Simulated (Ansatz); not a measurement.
# Phonon transport in KTaO3 (Pm-3m)

How well does the lattice of KTaO3 conduct heat?

What experiment has found for this phase:
- thermal conductivity 17 W/m/K near room temperature (given in “Glass-like thermal conductivity and narrow insulating gap of EuTiO3”, 2023, arxiv:2307.02058)

Program: Ansatz 0.2.0. Level of theory: DFT r2SCAN, scalar-relativistic, plane waves, PAW; PAW set soft_1. Results are calculated unless marked as measured.

## Step 1: The structure

Symmetry: Pm-3m, No. 221, cubic system. The conventional cell has a = 3.988 Å, b = 3.988 Å, c = 3.988 Å, α = 90.00°, β = 90.00°, γ = 90.00°. K has 12 O at 2.82 Å nearest. Ta has 6 O at 1.99 Å nearest. Nearest to O lie 2 Ta at 1.99 Å and 4 K at 2.82 Å. Farther neighbours and most contacts between anions are not listed.

## Step 2: A first coarse run

Before spending time, one coarse run tells the gap and the pressure of the starting cell.

File input.yaml:

```yaml
crystal:
  lattice:
    - [3.9883, 0.0, 0.0]
    - [0.0, 3.9883, 0.0]
    - [0.0, 0.0, 3.9883]
  atoms:
    - { symbol: K, position: [0.5, 0.5, 0.5] }
    - { symbol: Ta, position: [0.0, 0.0, 0.0] }
    - { symbol: O, position: [0.5, 0.0, 0.0] }
    - { symbol: O, position: [0.0, 0.5, 0.0] }
    - { symbol: O, position: [0.0, 0.0, 0.5] }
kpoints:
  mp_grid: { grid: [4, 4, 4] }
hamiltonian:
  xc: r2scan
  pseudopotentials: { kind: paw, azcp: { folder: soft_1 } }
scf:
  occupations: { method: gaussian, width: 0.1 }
  lower_state_search: "off"
output:
  forces: true
  stress: true
  eigenvalues: true
```

Command:

```bash
$ ansatz run input.yaml --threads 18 --pin off --max-ram 92160MiB --backend cuda --events-out ev --progress --plain --runs-dir out --max-vram 78GiB
```

Numbers of over 12 decimals in the logs are rounded to 6 here.

Log:

```text
Engine: ansatz 0.2.0, aarch64-unknown-linux-gnu
Pseudopotentials: kind: paw
Pseudopotential: K, paw, valence charge 9, recommended cutoff 500 eV (meta_gga), soft_1/K.paw.azcp
Pseudopotential: Ta, paw, valence charge 13, recommended cutoff 500 eV (meta_gga), soft_1/Ta.paw.azcp
Pseudopotential: O, paw, valence charge 6, recommended cutoff 500 eV (meta_gga), soft_1/O.paw.azcp
Functional definition: r2SCAN
  parameter k0 = 0.174
  parameter k1 = 0.065
  parameter a1 = 4.9479
  exchange = r2scan_x(k0 = k0, k1 = k1, a1 = a1)
  correlation = r2scan_c
device memory: the entry about to start is reckoned to put 1.2 GiB on a device that reports 173.3 GiB free (of which the cap on the GPU budget leaves the run 78.0 GiB)
GPU FFT provider: cuFFT
GPU libraries: cuBLAS 13.8.1, cuFFT 12.4.0, cuSOLVER 12.3.2
GPU matrix products: emulated (plane waves: as basis.precision tells), large ones in fixed point in workspaces of 1.00 GiB
Crystal: 5 atoms, lattice volume = 63.440 Å³
Basis set: ecut = 500 eV, 1575 PW (Γ), exchange–correlation on 120×120×120 points (64 copies of the dense FFT grid, shifted against one another)
Bands: 25, of which v1, the nominal top of the filled ones, is band 20 counted from 1 (19 counted from 0)
Symmetry: 48 space group operations
Space group: Pm-3m (ITA 221), of the structure as read, at distance tolerance 4.0e-5 Å
k-points: 10 of 64
Non-local potential: K, projectors of the file, l = 0: 3, l = 1: 2, l = 2: 2
Non-local potential: Ta, projectors of the file, l = 0: 3, l = 1: 2, l = 2: 2, l = 3: 1
Non-local potential: O, projectors of the file, l = 0: 2, l = 1: 2, l = 2: 1
PAW form: soft (Blöchl's): semilocal exchange-correlation on the pseudo side does not see the compensation charge
PAW frozen core: K, regenerated for the run's functional (the file was generated under x = pbe(κ = 0.804, μ = 0.219515), c = pbe(β = 0.066725))
PAW frozen core: Ta, regenerated for the run's functional (the file was generated under x = pbe(κ = 0.804, μ = 0.219515), c = pbe(β = 0.066725))
PAW frozen core: O, regenerated for the run's functional (the file was generated under x = pbe(κ = 0.804, μ = 0.219515), c = pbe(β = 0.066725))
PAW one-centre angular grid: K, 302 points (default); XC on 160 Gauss nodes
PAW one-centre angular grid: Ta, 590 points (default); XC on 160 Gauss nodes
PAW one-centre angular grid: O, 302 points (default); XC on 160 Gauss nodes
Initial density: superposition of atomic densities (chi_scale 0.1, normalization cell, long waves kept (reshape's long-wave potential 0.00 eV rms))
Initial wavefunctions: pseudopotential atomic-orbital guess
GPU buffer pool allocated for 27000 grid points (all kernels)
GPU transforms: local potential and band sums: pruned to the plane-wave sphere, on 30×30×30
Functional: x = r2scan, c = r2scan; τ floored in thin density (d = 2e-4 eV/Å³)
SCF iter   1: F=-13199.562864 eV  HF=-13200.360867 eV  |F-HF|=7.98e-1  |Δ(HF+E_count)|=         —  Δρ=5.98e-2  dr2=2.25e0  dr2_τ=3.71e-1  ethr=3.10e-3  ⟨swp⟩=7.0  Hψ=1259  notcnv=0
preconditioner: auto → Resta (q_TF=auto, 2.526 Å⁻¹)  ε∞=4.0  [insulator: Δε(μ)=3.204 eV  Ē_g=14.694 eV  σ=0.100 eV  W_gap=1.00  n_scr=18 (ndim 8)  ℏωp=25.5 eV  f_vac=0.000  D(μ)=0.00/eV (n_scr^D=0)  ε∞_Penn≈4.0]
SCF iter   2: F=-13200.136418 eV  HF=-13200.246891 eV  |F-HF|=1.10e-1  |Δ(HF+E_count)|=   1.14e-1  Δρ=3.29e-2  dr2=5.35e-1  dr2_τ=7.22e-2  ethr=3.10e-3  ⟨swp⟩=2.2  Hψ=534  notcnv=0  defer=10
SCF iter   3: F=-13200.231300 eV  HF=-13200.270000 eV  |F-HF|=3.87e-2  |Δ(HF+E_count)|=   2.31e-2  Δρ=1.17e-2  dr2=8.68e-2  dr2_τ=1.08e-2  ethr=1.34e-3  ⟨swp⟩=2.4  Hψ=516  notcnv=0  defer=10
SCF iter   4: F=-13200.263428 eV  HF=-13200.263731 eV  |F-HF|=3.03e-4  |Δ(HF+E_count)|=   6.27e-3  Δρ=3.65e-3  dr2=5.48e-3  dr2_τ=9.92e-4  ethr=2.17e-4  ⟨swp⟩=2.1  Hψ=466  notcnv=0  defer=10
SCF iter   5: F=-13200.264623 eV  HF=-13200.264597 eV  |F-HF|=2.63e-5  |Δ(HF+E_count)|=   8.66e-4  Δρ=7.06e-4  dr2=2.66e-4  dr2_τ=4.74e-5  ethr=1.37e-5  ⟨swp⟩=2.5  Hψ=539  notcnv=0  defer=10
SCF iter   6: F=-13200.264765 eV  HF=-13200.264763 eV  |F-HF|=2.30e-6  |Δ(HF+E_count)|=   1.66e-4  Δρ=1.02e-4  dr2=5.25e-6  dr2_τ=1.93e-6  ethr=6.64e-7  ⟨swp⟩=2.1  Hψ=419  notcnv=0  defer=10
SCF iter   7: F=-13200.264732 eV  HF=-13200.264732 eV  |F-HF|=4.21e-8  |Δ(HF+E_count)|=   3.13e-5  Δρ=1.98e-5  dr2=2.45e-7  dr2_τ=1.45e-8  ethr=1.31e-8  ⟨swp⟩=2.0  Hψ=379  notcnv=0  defer=10
SCF iter   8: F=-13200.264732 eV  HF=-13200.264732 eV  |F-HF|=3.71e-10  |Δ(HF+E_count)|=   8.55e-8  Δρ=2.25e-6  dr2=2.53e-9  dr2_τ=4.13e-10  ethr=2.50e-10  ⟨swp⟩=10.7  Hψ=1250  notcnv=0
SCF 1 converged in 8 iterations: F = -13200.264732 eV  dr2 = 2.53e-9
  greatest PAW one-centre occupation: 1.000 electrons in one spin orbital (limit 2), on the Ta atom at site 1 (counted from 0), in its partial waves of l = 0
SCF converged after 8 iterations
Free energy (F): -13200.264732 eV
Harris-Foulkes:  -13200.264732 eV  (|F-HF|=3.71e-10)
Internal energy: -13200.264732 eV  (E = F + TS)
E sigma→0 (E₀):  -13200.264732 eV
Fermi energy:    9.658120 eV
--- Per-component energies (eV) ---
  E_band       = -290.877598
  E_kinetic    = 1154.282857
  E_local      = -2215.703588  (includes V_loc(G=0)·N_el)
  E_nonlocal   = 159.328147
  E_hartree    = 793.286152
  E_xc         = -653.671600
  E_vxc        = -753.967984  (∫ρ·V_xc dr)
  E_paw        = -9615.401820  (= ΣΔE_a)
  E_vpaw       = -264.793109  (= ΣTr[D̂ρ^β])
  E_aug_tail   = 0.001048  (compensation charges beyond the density's cutoff)
  E_vtau       = 43.402852  (kinetic-family band-sum trace: ∫τ·v_τ [+ j·A + Jᵃ·Aᵃ] dr)
  E_ewald      = -2821.337382
  E_core_change = -1.048546  (= ΣΔE_core)
  E_smearing   = -0.000000  (= −TS)
  E_closure    = 0.000000  (closes the sum)
  Σ components = -13200.264732   (vs F -13200.264732, Δ=0.00e0)
--- Forces (eV/Å), atoms counted from 1 ---
  atom   1  K     -0.00000000     0.00000000     0.00000000
  atom   2  Ta    -0.00000000     0.00000000     0.00000000
  atom   3  O     -0.00000000    -0.00000000     0.00000000
  atom   4  O     -0.00000000    -0.00000000     0.00000000
  atom   5  O     -0.00000000    -0.00000000     0.00000000
  max |Σ_I F_I| component: 1.74e-24 eV/Å
--- Stress (GPa, compression-positive) ---
        0.195448       0.000000       0.000000
       -0.000000       0.195448       0.000000
        0.000000       0.000000       0.195448
  P = ⅓ Tr σ = 0.1954 GPa (1.954 kbar)
--- Band table (eV; the first three rows and the last of 10) ---
  k-point 0: bands = [... 16 lower, 7.2494, 7.6890, 7.6890, 7.6890, 10.9716, 10.9716, 10.9716, 15.5287, ... 1 higher]
  k-point 1: bands = [... 16 lower, 6.6568, 7.0165, 7.5266, 7.5266, 11.0460, 12.4372, 12.4372, 15.5471, ... 1 higher]
  k-point 2: bands = [... 16 lower, 6.1987, 6.8014, 7.4589, 7.4589, 11.1235, 13.7961, 13.7961, 15.5609, ... 1 higher]
  k-point 9: bands = [... 16 lower, 4.4048, 8.3446, 8.3446, 8.3446, 15.2773, 15.2773, 15.2773, 18.0062, ... 1 higher]
```

Run time: 1.2 s. Hardware: 1 × NVIDIA GB200 with 18 threads of Arm Neoverse V2, shared host; peak memory 1.1 GiB; 2.3 s of CPU time.

A gap read on the k-mesh alone can miss the band edges.

Numbers from this step:

```yaml
pressure: 0.1954 GPa
gap_on_the_k_mesh: 2.627 eV
volume_per_atom: 12.69 Å³/atom
```

The start is under 0.20 GPa at this level and looks like an insulator or semiconductor on this mesh.

## Step 3: Relaxation

The vibrations must be taken about the equilibrium of this functional, not about the starting cell, so the structure is relaxed.

input.yaml, the sections that differ from step 2:

```yaml
kpoints:
  mp_grid: { grid: [6, 6, 6] }
scf:
  occupations: { method: gaussian, width: 0.02 }
  lower_state_search: "off"
relax:
  adjacent_minimum: "off"
  f_tol: 0.005
  max_steps: 80
  cell: { stress_tol: 0.05 }
# crystal, hamiltonian, output: as in step 2
```

Log:

```text
[...]
Crystal: 5 atoms, lattice volume = 63.440 Å³
Basis set: ecut = 500 eV, 1575 PW (Γ), exchange–correlation on 120×120×120 points (64 copies of the dense FFT grid, shifted against one another)
Bands: 25, of which v1, the nominal top of the filled ones, is band 20 counted from 1 (19 counted from 0)
Symmetry: 48 space group operations
[...]
k-points: 20 of 216
[...]
SCF iter   1: F=-13199.593226 eV  HF=-13200.377357 eV  |F-HF|=7.84e-1  |Δ(HF+E_count)|=         —  Δρ=5.96e-2  dr2=2.23e0  dr2_τ=3.68e-1  ethr=3.10e-3  ⟨swp⟩=7.7  Hψ=2665  notcnv=0
[...]
SCF iter   2: F=-13200.159498 eV  HF=-13200.268215 eV  |F-HF|=1.09e-1  |Δ(HF+E_count)|=   1.09e-1  Δρ=3.28e-2  dr2=5.32e-1  dr2_τ=7.17e-2  ethr=3.10e-3  ⟨swp⟩=2.0  Hψ=1062  notcnv=0  defer=20
[...]
SCF iter   8: F=-13200.286389 eV  HF=-13200.286389 eV  |F-HF|=1.46e-9  |Δ(HF+E_count)|=   8.70e-8  Δρ=2.73e-6  dr2=4.08e-9  dr2_τ=6.65e-10  ethr=2.50e-10  ⟨swp⟩=11.1  Hψ=2467  notcnv=0
SCF 1 converged in 8 iterations: F = -13200.286389 eV  dr2 = 4.08e-9
[...]
relax step   1: F+E_penalty+E_count = -13200.28638942 eV  Δ(F+E_penalty+E_count) = +0.000e0 eV  max|allowed force component| = 1.532e-25 eV/Å  Δτ_max = 0.0000 Å  P = +0.161 GPa  Ω = 63.440 Å³  (8 SCF iters, dr2 threshold 1.00e-7 eV, accepted)
[...]
Crystal: 5 atoms, lattice volume = 63.501 Å³
[...]
iter 1 solved again at ethr=2.48e-8 eV; its pass at ethr=3.10e-3 eV (dr2=9.94e-6 eV) is discarded
[...]
SCF iter   2: F=-13200.286382 eV  HF=-13200.286382 eV  |F-HF|=6.51e-7  |Δ(HF+E_count)|=   2.98e-5  Δρ=5.29e-5  dr2=1.55e-6  dr2_τ=9.10e-8  ethr=1.99e-8  ⟨swp⟩=2.0  Hψ=820  notcnv=0
[...]
SCF iter   5: F=-13200.286382 eV  HF=-13200.286382 eV  |F-HF|=1.64e-10  |Δ(HF+E_count)|=   1.49e-8  Δρ=1.67e-6  dr2=1.46e-9  dr2_τ=1.80e-10  ethr=1.62e-10  ⟨swp⟩=4.0  Hψ=1560  notcnv=0
SCF 2 converged in 5 iterations: F = -13200.286382 eV  dr2 = 1.46e-9
relax step   2: F+E_penalty+E_count = -13200.28638213 eV  Δ(F+E_penalty+E_count) = +7.289e-6 eV  max|allowed force component| = 1.888e-26 eV/Å  Δτ_max = 0.0000 Å  P = -0.041 GPa  Ω = 63.501 Å³  energy of the carried Pulay correction = -3.013e-5 eV  (5 SCF iters, dr2 threshold 6.48e-8 eV, accepted)
[...]
SCF iter   1: F=-13200.286351 eV  HF=-13200.286351 eV  |F-HF|=8.77e-10  |Δ(HF+E_count)|=         —  Δρ=1.89e-6  dr2=2.53e-9  dr2_τ=2.00e-10  ethr=4.39e-8  ⟨swp⟩=3.5  Hψ=3879  notcnv=0
eigensolver tolerance schedule: the retry pair's looser diagonalisation over-reported the residual by 6949.60 of it (diagonalisation noise at 0.11 of the residual, at the tolerance the schedule requests for it); recorded, not acted on — ethr = c·dr2/N_el stays at c = 1.0e-1
[...]
SCF iter   2: F=-13200.286382 eV  HF=-13200.286382 eV  |F-HF|=5.28e-10  |Δ(HF+E_count)|=   3.10e-5  Δρ=1.78e-6  dr2=1.42e-9  dr2_τ=3.26e-10  ethr=6.32e-12  ⟨swp⟩=3.1  Hψ=1198  notcnv=0
[...]
SCF iter   5: F=-13200.286382 eV  HF=-13200.286382 eV  |F-HF|=9.09e-12  |Δ(HF+E_count)|=  1.27e-11  Δρ=1.39e-7  dr2=9.70e-12  dr2_τ=1.11e-12  ethr=1.00e-12  ⟨swp⟩=4.0  Hψ=1547  notcnv=0
SCF 3 converged in 5 iterations: F = -13200.286382 eV  dr2 = 9.70e-12
relax step   3: F+E_penalty+E_count = -13200.28638213 eV  Δ(F+E_penalty+E_count) = -2.110e-10 eV  max|allowed force component| = 8.919e-28 eV/Å  Δτ_max = 0.0000 Å  P = -0.041 GPa  Ω = 63.501 Å³  stress off target by 4.11e-2 GPa  SCF on the basis re-selected at this cell (its energy is not comparable with the rows above)  (5 SCF iters)
basis re-selected at this cell: Δ(F+E_penalty+E_count) = -2.110e-10 eV, ΔP = -0.000 GPa vs the last step (what re-selecting the basis moved, of the pressure what is left beyond the Pulay correction that the steps carried, after the strain that the cell walked since its last selection, with what the two solves' SCF thresholds leave and, on support functions, any second-order correction that the steps lacked; it is no  [...]
SCF converged after 5 iterations
Free energy (F): -13200.286382 eV
[...]
Internal energy: -13200.286382 eV  (E = F + TS)
E sigma→0 (E₀):  -13200.286382 eV
Fermi energy:    9.645639 eV
[...]
--- Stress (GPa, compression-positive) ---
       -0.041078      -0.000000      -0.000000
       -0.000000      -0.041078       0.000000
       -0.000000       0.000000      -0.041078
  P = ⅓ Tr σ = -0.0411 GPa (-0.411 kbar)
--- Band table (eV; the first three rows and the last of 20) ---
  k-point 0: bands = [... 16 lower, 7.2329, 7.6710, 7.6710, 7.6710, 10.9653, 10.9653, 10.9653, 15.5126, ... 1 higher]
  k-point 1: bands = [... 16 lower, 7.0104, 7.1143, 7.5591, 7.5591, 11.0021, 11.7334, 11.7334, 15.5228, ... 1 higher]
  k-point 2: bands = [... 16 lower, 6.3871, 6.8914, 7.4726, 7.4726, 11.0780, 13.0990, 13.0990, 15.5385, ... 1 higher]
  k-point 19: bands = [... 16 lower, 4.3935, 8.3260, 8.3260, 8.3260, 15.2631, 15.2631, 15.2631, 17.9889, ... 1 higher]
--- Relaxed structure (2 steps of the walk, 2 accepted, 1 SCFs on fresh bases) ---
  F+E_penalty+E_count = -13200.28638213 eV   max|allowed force component| = 8.919e-28 eV/Å   (the final SCF, on the basis selected at the relaxed cell)
  cell:  # Å, volume = 63.5011 Å³
    - [3.989580, 0, 0.0]
    - [0, 3.989580, 0]
    - [0, 0, 3.989580]
  atoms:
    - { symbol: K, position: [0.5, 0.5, 0.5] }
    - { symbol: Ta, position: [0, 0, 0] }
    - { symbol: O, position: [0.5, 0, 0] }
    - { symbol: O, position: [0, 0.5, 0] }
    - { symbol: O, position: [0, 0, 0.5] }
```

The job ended after 6.7 s (1 × NVIDIA GB200 with 18 threads; peak memory 1.2 GiB; 9.5 s of CPU time).

Little changed from the start: no atom moved by 0.005 Å and no cell edge by 0.1 %.

This step gave:

```
pressure          : -0.04108 GPa
gap on the k-mesh : 2.639 eV
volume per atom   : 12.70 Å³/atom
```

## Step 4: Tight relaxation

The thresholds are tightened for a last relaxation ahead of the phonons, and where mesh or smearing change with them the cell follows.

input.yaml, the sections that differ from step 3:

```yaml
crystal:
  lattice:
    - [3.989579684, 0.0, 0.0]
    - [0.0, 3.989579684, 0.0]
    - [0.0, 0.0, 3.989579684]
  atoms:
    - { symbol: K, position: [0.5, 0.5, 0.5] }
    - { symbol: Ta, position: [0.0, 0.0, 0.0] }
    - { symbol: O, position: [0.5, 0.0, 0.0] }
    - { symbol: O, position: [0.0, 0.5, 0.0] }
    - { symbol: O, position: [0.0, 0.0, 0.5] }
scf:
  occupations: { method: fixed }
  lower_state_search: "off"
relax:
  adjacent_minimum: "off"
  f_tol: 0.001
  max_steps: 60
  cell: { stress_tol: 0.01 }
# kpoints, hamiltonian, output: as in step 3
```

Log:

```text
[...]
Crystal: 5 atoms, lattice volume = 63.501 Å³
Basis set: ecut = 500 eV, 1575 PW (Γ), exchange–correlation on 120×120×120 points (64 copies of the dense FFT grid, shifted against one another)
Bands: 25, of which v1, the nominal top of the filled ones, is band 20 counted from 1 (19 counted from 0)
Symmetry: 48 space group operations
[...]
--- Relaxed structure (3 steps of the walk, 3 accepted, 1 SCFs on fresh bases) ---
[...]
cell:  # Å, volume = 63.4887 Å³
    - [3.989319, 0, 0.0]
    - [0, 3.989319, 0]
    - [0, 0, 3.989319]
  atoms:
    - { symbol: K, position: [0.5, 0.5, 0.5] }
    - { symbol: Ta, position: [0, 0, 0] }
    - { symbol: O, position: [0.5, 0, 0] }
    - { symbol: O, position: [0, 0.5, 0] }
    - { symbol: O, position: [0, 0, 0.5] }
[key lines of the parts left out:]
SCF converged after 5 iterations
Free energy (F): -13200.286390 eV
Fermi energy:    8.328694 eV
P = ⅓ Tr σ = 0.0000 GPa (0.000 kbar)
```

Wall time 2.9 s (1 × NVIDIA GB200 with 18 threads); peak memory 1.1 GiB; 6.1 s of CPU time.

Little changed from the start: no atom moved by 0.005 Å and no cell edge by 0.1 %.

Numbers from this step:

```yaml
pressure: 4.16e-5 GPa
gap_on_the_k_mesh: 2.640 eV
```

The residual pressure is 4.2e-5 GPa, small enough for phonons.

## Step 5: An input with a fault

This input was changed on purpose, to see how the program answers.

File input.yaml:

```yaml
crystal:
  lattice:
    - [3.9893188368, 0.0, 0.0]
    - [0.0, 3.9893188368, 0.0]
    - [0.0, 0.0, 3.9893188368]
  atoms:
    - { symbol: K, position: [0.5, 0.5, 0.5] }
    - { symbol: Ta, position: [0.0, 0.0, 0.0] }
    - { symbol: O, position: [0.5, 0.0, 0.0] }
    - { symbol: O, position: [0.0, 0.5, 0.0] }
    - { symbol: O, position: [0.0, 0.0, 0.5] }
kpoints:
  mp_grid: { grid: [6, 6, 6] }
hamiltonian:
  xc: r2scan
  pseudopotentials: { kind: paw, azcp: { folder: soft_1 } }
scf:
  occupations: { method: fixed }
  lower_state_search: "off"
  max_iter: 50
output:
  eigenvalues: true
phonons:
  supercell: [2, 2, 2]
  dielectric: false
  third_order: { supercell: [2, 2, 2], pair_cutoff: 2.971 }
  lattice_thermal_conductivity:
    qmesh: [9, 9, 9]
    temperatures: [300]
    isotope_mass_variance:
      - { species: K, variance: -0.0001 }
      - { species: O, variance: -0.0001 }
      - { species: Ta, variance: -0.0001 }
```

Log:

```text
Error: 3 input errors — fix all and re-run
  1. invalid value for `phonons.lattice_thermal_conductivity.isotope_mass_variance[].variance`: must be finite and ≥ 0; got -0.0001
  2. invalid value for `phonons.lattice_thermal_conductivity.isotope_mass_variance[].variance`: must be finite and ≥ 0; got -0.0001
  3. invalid value for `phonons.lattice_thermal_conductivity.isotope_mass_variance[].variance`: must be finite and ≥ 0; got -0.0001
```

The job ended after 0.03 s (18 threads; peak memory 0.035 GiB).

The program refused the input before any cycle.

The program's message: “Error: 3 input errors — fix all and re-run
  1. invalid value for `phonons.lattice_thermal_conductivity.isotope_mass_variance[].variance`: must be finite and ≥ 0; got -0.0001
  2. invalid value for `p …”

The fault put into the input: a negative mass variance.

[end of part 1 of 3]

[Logs are printed without paths, hosts, clocks, repeated set-up lines and the standing remarks that a program may print on its own settings, such as how far it seeks lower states.]

[Hosts, paths, dates, database ids (printed as entryN), source tags and the programs' standing remarks are cut or masked in the printed files.]

[A step with changed settings may run another functional than the one named; its input shows which.]

[Pressures of single members of a volume series are the stress at the run's cutoff; with an incomplete basis they can lie off −dE/dV of the same runs, and they are not shown converged.]
